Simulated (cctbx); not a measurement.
# Lattice, Laue class and space group of a new crystal

Cell: a = 10.2900 Å, b = 4.1220 Å, c = 17.9590 Å, α = 90.00°, β = 90.00°, γ = 90.00°. Expected content of the cell: Sb16 K4 B4.

Simulated single-crystal data (cctbx): Cu Kα, λ = 1.54184 Å, to d = 0.8 Å, 80 % of the full sphere, strongest reflection 5000 counts, noise from counting, a 6 % proportional error and a noise floor of 8 counts (s.d.); no absorption.

A first pass over the reflections prints:

```text
5028 reflections to d = 0.800 A
centring   violations  <I/sigma> of those
    A       1099 of  2519      4.3
    B       1092 of  2515      4.3
    C       1081 of  2552      4.3
    I       1093 of  2517      4.4
    R       1426 of  3325      4.3
    F       1636 of  3793      4.3
Laue class    unique    Rint  (classes that these axes allow; Friedel mates merged)
P -1             2986   0.075
P 1 2/m 1        1768   0.088
P 1 1 2/m        1614   0.092
P 2/m 1 1        1646   0.091
P m m m           972   0.099
space group    extra absences  I>4sigma  <I/sigma>
P 2 2 2                 0          0         -  acentric
P 2 2 21               16          0       0.1  acentric
P 21 2 2               10          0      -0.2  acentric
P 2 21 2                6          0      -0.1  acentric
P 21 21 2              16          0      -0.2  acentric
P 2 21 21              22          0       0.0  acentric
P 21 2 21              26          0      -0.0  acentric
P 21 21 21             32          0      -0.0  acentric
P m m 2                 0          0         -  acentric
P 2 m m                 0          0         -  acentric
P m 2 m                 0          0         -  acentric
P 21 m a               81          0      -0.0  acentric
P m 2 a                81          0      -0.0  acentric
P n m 21              152          0      -0.0  acentric
P n 21 m              152          0      -0.0  acentric
P n 21 a              233          0      -0.0  acentric
P m m m                 0          0         -  centric
P m m a                81          0      -0.0  centric
P n m m :1            152          0      -0.0  centric
P n m m :2            152          0      -0.0  centric
P n m a               233          0      -0.0  centric
Wilson B = 1.64 A^2   <|E^2-1|> = 0.858 (0.968 centric, 0.736 acentric)   E^2>4: 1.6 %
shell (A)         n   <I/sigma>
17.96 - 1.60    148     12.7
 1.60 - 1.27    128     11.0
 1.27 - 1.11    114     10.6
 1.11 - 1.01    114      7.8
 1.01 - 0.94    123      8.8
 0.94 - 0.88    113      7.1
 0.88 - 0.84    108      6.1
 0.84 - 0.80    124      5.9
```

Q: Read the symmetry from these tables.

Every centring test has many violations, so the lattice is primitive.

Rint stays low (0.075 to 0.099) up to P m m m, the highest class in these axes.

21 settings pass the absence test. The most absences obeyed, 233, belong to P n 21 a and P n m a, which absences can't tell apart.

⟨|E²−1|⟩ = 0.858 lies between the two ideal values. The Wilson B of 1.64 Å² means U ≈ 0.0208 Å².

The true group is Pnma (no. 62), Laue class mmm, centrosymmetric. The tables only narrow the choice to the tied entries; cell content, site symmetry and trial solutions must settle it.

The model is made up (kin elements in a known structure type, no relaxation), so it says nothing on whether the phase exists.

[Logs are printed without paths, hosts, clocks, repeated set-up lines and the standing remarks that a program may print on its own settings, such as how far it seeks lower states.]
